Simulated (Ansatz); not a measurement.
# A hypothetical structure for TlVN2, part 2 of 2

This structure for TlVN2 is made up. Its elements were placed in a known structure type with a cell scaled to their sizes. What cell does the guess relax to, and how far off was it?

Ansatz 0.2.0; DFT, PBEsol, plane-wave PAW, files of the set soft_1, scalar-relativistic, ferromagnetic start, cell and ions relaxed at zero pressure; PAW set soft_1 (the session's first sound run).

So far: The starting structure; Relaxation of the guess. The relaxed cell has a = 2.954, c = 19.703 Å (conventional setting).

## 3. Electronic structure of the relaxed cell

With the geometry fixed, one more self-consistent run, with a narrower smearing and the mesh shown in its input, gives the bands, and its pressure, and its forces where symmetry allows any, show how far the geometry depends on these settings.

This step: DFT, PBEsol, plane-wave PAW, files of the set soft_1, scalar-relativistic, no spin, bands and density of states at the relaxed cell; PAW set soft_1 (Ansatz 0.2.0).

File input.yaml:

```yaml
crystal:
  lattice:
    - [1.4768333969, 0.8526501593, 6.5677292193]
    - [-1.4768333969, 0.8526501593, 6.5677292193]
    - [0.0, -1.7053003185, 6.5677292193]
  atoms:
    - { symbol: Tl, position: [0.5, 0.5, 0.5] }
    - { symbol: V, position: [0.0, 0.0, 0.0] }
    - { symbol: "N", position: [0.7186355829, 0.7186355829, 0.7186355829] }
    - { symbol: "N", position: [0.2813644171, 0.2813644171, 0.2813644171] }
kpoints:
  mp_grid: { grid: [12, 12, 12] }
  band_path:
    path:
      - [[0.0, 0.0, 0.0], [0.5, 0.0, 0.0], [0.5, 0.17790288, -0.17790288]]
      - [[0.82209712, 0.5, 0.17790288], [0.5, 0.5, 0.5], [0.0, 0.0, 0.0], [0.33895144, 0.0, -0.33895144]]
      - [[0.66104856, 0.33895144, 0.0], [0.5, 0.5, 0.0], [0.66104856, 0.66104856, 0.17790288], [0.5, 0.5, 0.5]]
      - [[0.5, 0.0, 0.0], [0.82209712, 0.33895144, 0.33895144]]
    npoints: 8
scf:
  occupations: { method: fermi_dirac, width: 0.03 }
  n_extra_bands: 8
hamiltonian:
  xc: pbesol
  pseudopotentials: { kind: paw, azcp: { folder: soft_1 }, xc_functional: pbe }
output:
  forces: true
  stress: true
  write_bands: true
  dos: { projected: true }
  write_density: true
  write_potential: true
  elf: true
  volumetric_format: npy
```

Launch:

```sh
$ ansatz run input.yaml --threads 4 --pin off --max-ram 8192MiB --backend cpu --events-out ev --progress --plain --runs-dir out
```

Numbers of over 12 decimals in the logs are rounded to 6 here.

The program printed:

```text
[...]
Crystal: 4 atoms, lattice volume = 49.621 Å³
Basis set: ecut = 420 eV, 963 PW (Γ), FFT grids on a1−a2, a2, −a2+a3, exchange–correlation on 40×96×40 points (8 copies of the dense FFT grid, shifted against one another)
Bands: 26, of which v1, the nominal top of the filled ones, is band 18 counted from 1 (17 counted from 0)
Symmetry: 12 space group operations
[...]
k-points: 189 of 1728
[...]
SCF iter   1: F=—  HF=-14941.720914 eV  |F-HF|=—  |Δ(HF+E_count)|=         —  Δρ=1.12e-1  dr2=8.83e0  ethr=3.10e-3  ⟨swp⟩=4.9  Hψ=19112  notcnv=0
[...]
SCF iter  10: F=-14940.473810 eV  HF=-14940.473810 eV  |F-HF|=3.41e-9  |Δ(HF+E_count)|=   1.69e-8  Δρ=1.97e-6  dr2=4.04e-9  ethr=2.78e-10  ⟨swp⟩=6.0  Hψ=24575  notcnv=0
SCF 1 converged in 10 iterations: F = -14940.473810 eV  dr2 = 4.04e-9
[...]
NSCF: frozen V_eff on 76 k-points
SCF converged after 10 iterations
Free energy (F): -14940.473810 eV
[...]
Internal energy: -14940.470170 eV  (E = F + TS)
E sigma→0 (E₀):  -14940.471990 eV
Entropy (-TS):   -0.003640 eV (-0.910 meV/atom)
Fermi energy:    13.211549 eV
[...]
--- Forces (eV/Å), atoms counted from 1 ---
  atom   1  Tl    -0.00000000     0.00000000     0.00000000
  atom   2  V      0.00000000     0.00000000    -0.00000000
  atom   3  N      0.00000000    -0.00000000    -0.02944563
  atom   4  N     -0.00000000     0.00000000     0.02944563
  max |Σ_I F_I| component: 2.65e-31 eV/Å
--- Stress (GPa, compression-positive) ---
       -0.114756      -0.000000      -0.000000
       -0.000000      -0.114756       0.000000
       -0.000000       0.000000       0.227316
  P = ⅓ Tr σ = -0.0007 GPa (-0.007 kbar)
--- Band table (eV; the first three rows and the last of 189) ---
  k-point 0: bands = [... 14 lower, 9.5898, 10.5675, 13.2849, 13.2849, 13.3254, 13.3254, 15.5054, 18.2499, ... 4 higher]
  k-point 1: bands = [... 14 lower, 9.6425, 11.0855, 12.4348, 12.6314, 13.7748, 13.9634, 15.5572, 17.5595, ... 4 higher]
  k-point 2: bands = [... 14 lower, 9.8044, 11.3029, 12.0277, 12.0515, 13.8865, 14.4776, 15.5270, 16.8823, ... 4 higher]
  k-point 188: bands = [... 14 lower, 8.9227, 13.3223, 13.3223, 13.3243, 13.3243, 13.4950, 14.4912, 17.3721, ... 4 higher]
```

Elapsed: 6.7 s, on 4 threads of Arm Neoverse V2, shared host; peak memory 0.48 GiB.

This step gave:

```
free energy             : -14940.4738 eV
energy at zero smearing : -14940.4720 eV
smearing term TS        : 0.003640 eV
Fermi energy            : 13.21 eV
pressure                : -7.32e-4 GPa
```

bands.tsv at the labelled points (eV, zero at the Fermi level; the bands that come nearest the Fermi level along the path):

```tsv
point	band 15	band 16	band 17	band 18	band 19	band 20	band 21	band 22
Γ	-3.62	-2.64	0.07	0.07	0.11	0.11	2.29	5.04
L	-3.66	-3.03	-1.36	-0.62	0.06	0.41	1.09	1.58
B1	-3.00	-2.70	-2.07	-1.51	0.43	1.36	1.43	2.40
B	-3.00	-2.70	-2.07	-1.51	0.43	1.36	1.43	2.40
Z	-4.29	0.11	0.11	0.11	0.11	0.28	1.28	4.16
Γ	-3.62	-2.64	0.07	0.07	0.11	0.11	2.29	5.04
X	-2.93	-2.78	-2.01	-1.55	0.43	1.31	1.50	2.40
Q	-2.93	-2.78	-2.01	-1.55	0.43	1.31	1.50	2.40
F	-3.02	-2.57	-2.37	-1.46	-0.27	0.69	1.09	1.76
P1	-3.21	-2.80	-1.92	-1.44	-0.12	0.68	1.09	1.72
Z	-4.29	0.11	0.11	0.11	0.11	0.28	1.28	4.16
L	-3.66	-3.03	-1.36	-0.62	0.06	0.41	1.09	1.58
P	-3.21	-2.80	-1.92	-1.44	-0.12	0.68	1.09	1.72
```

States per cell as run, both spins, in windows of 1 eV, from dos.tsv (zero at the Fermi level):

```csv
from,to,total
-8,-7,0.38
-7,-6,0.64
-6,-5,1.47
-5,-4,2.16
-4,-3,2.97
-3,-2,2.49
-2,-1,2.14
-1,0,1.22
0,1,2.50
1,2,3.62
2,3,0.95
3,4,1.04
4,5,3.08
5,6,1.06
```

Below -8 eV lie 22.5 more states.

ELF in the ac plane of the cell as run, not the conventional one, at fractional y = 0.000, with atoms of V within 0.2 Å of it. It is the smooth field of the valence electrons, not physical close to the nuclei.

Values, 10 rows by 16 columns, each cell a mean:
```
0.67 0.70 0.49 0.21 0.27 0.24 0.13 0.15 0.21 0.23 0.18 0.11 0.08 0.09 0.12 0.39
0.21 0.47 0.64 0.51 0.27 0.47 0.52 0.30 0.16 0.20 0.25 0.24 0.15 0.08 0.07 0.09
0.18 0.27 0.30 0.33 0.25 0.23 0.59 0.72 0.54 0.27 0.18 0.25 0.27 0.21 0.11 0.08
0.11 0.22 0.50 0.55 0.38 0.19 0.22 0.57 0.77 0.73 0.45 0.20 0.21 0.25 0.23 0.16
0.19 0.15 0.20 0.49 0.73 0.69 0.47 0.29 0.47 0.71 0.77 0.63 0.29 0.16 0.20 0.22
0.20 0.23 0.20 0.17 0.37 0.68 0.78 0.69 0.39 0.28 0.49 0.68 0.68 0.40 0.15 0.15
0.11 0.18 0.25 0.25 0.19 0.23 0.52 0.74 0.74 0.45 0.16 0.21 0.37 0.49 0.38 0.16
0.12 0.07 0.14 0.23 0.27 0.24 0.17 0.30 0.59 0.70 0.43 0.23 0.38 0.38 0.27 0.21
0.16 0.08 0.06 0.09 0.18 0.24 0.24 0.19 0.16 0.31 0.48 0.35 0.32 0.61 0.65 0.44
0.63 0.33 0.10 0.11 0.09 0.12 0.19 0.22 0.20 0.14 0.13 0.21 0.19 0.23 0.59 0.70
```
Columns run along a (6.8 Å), rows up along c (6.8 Å). Atoms in or near the plane, at fractional coordinates: V at (0.00, 0.00).

Valence density in the ac plane of the cell as run, not the conventional one, at fractional y = 0.000, with atoms of V within 0.2 Å of it. It is the smooth field of the valence electrons, not physical close to the nuclei.

Values in e/Å³, 10 rows by 16 columns, each cell a mean:
```
10 11  4  1  0  0  0  0  0  0  0  0  0  0  0  3
 1  4  6  3  1  0  0  0  0  0  0  0  0  0  0  0
 0  0  1  1  1  1  1  1  0  0  0  0  0  0  0  0
 0  0  0  0  1  0  0  1  1  1  0  0  0  0  0  0
 0  0  0  0  1  1  0  0  0  1  1  0  0  0  0  0
 0  0  0  0  0  1  1  1  0  0  1  1  0  0  0  0
 0  0  0  0  0  0  0  1  1  1  0  1  1  0  0  0
 0  0  0  0  0  0  0  0  0  1  1  1  2  2  1  0
 1  0  0  0  0  0  0  0  0  0  0  0  1  5  7  3
 9  2  0  0  0  0  0  0  0  0  0  0  0  1  6 13
```
Columns run along a (6.8 Å), rows up along c (6.8 Å). Atoms in or near the plane, at fractional coordinates: V at (0.00, 0.00).

Electrostatic potential energy in the ac plane of the cell as run, not the conventional one, at fractional y = 0.000, with atoms of V within 0.2 Å of it. With pseudopotentials it is smooth inside the atoms' cores, unlike the true potential.

Ten even steps from '0' (-29 eV) to '9' (16 eV), each cell a mean:
```
0005999998889999840
0001699999888999984
5000279999988899998
8510158999998889999
9973237899999888999
9998656888999988899
9999877888799998889
9999988889879999888
8999988899987999988
8899998899998899998
8889999779988899999
9888999878888889999
9988899998887678999
9998889999887535799
9999888999998621269
8999988899999830015
5899998889999971000
0489999888999995000
0058999988899998500
```
Columns run along a (6.8 Å; values clipped at the 3rd and 97th percentile), rows up along c (6.8 Å). Atoms in or near the plane, at fractional coordinates: V at (0.00, 0.00).

## 4. Summary of results

- space group, relaxed: R-3m
- conventional cell: a = 2.954, b = 2.954, c = 19.703 Å; α = 90.0°, β = 90.0°, γ = 120.0°
- volume per atom: 12.41 Å³ (guess 11.56)
- total moment: 0.00 μB in the cell of 4 atoms

**Reading.** TlVN2 relaxes to R-3m with a = 2.954, b = 2.954 and c = 19.703 Å. The guessed volume was 7 % too small. The space group R-3m was held in the relaxation, so the end point is a stationary structure within it and may be a saddle against distortions or other arrangements. The moments died out from this one start and weren't seeded again at the relaxed cell. Bands cross the Fermi level, so it is a metal or semimetal at this level. On the 12×12×12 mesh with the narrower smearing (relaxed on 10×10×10) the largest force component is 0.029 eV/Å and the largest stress component is 0.227 GPa, against the relaxation's thresholds of 0.015 eV/Å and 0.05 GPa. The cutoff wasn't tested. A vector of the cell changed its length by 23 %, so the starting arrangement is largely lost and the mesh was laid for another shape. Spin-orbit coupling is left out, which can matter for elements this heavy. No dispersion term is used, so weakly bound directions may come out too long. Nothing here tests whether the compound is stable against decomposition.

[Logs are printed without paths, hosts, clocks, repeated set-up lines and the standing remarks that a program may print on its own settings, such as how far it seeks lower states.]

[Hosts, paths, dates, database ids (printed as entryN), source tags and the programs' standing remarks are cut or masked in the printed files.]
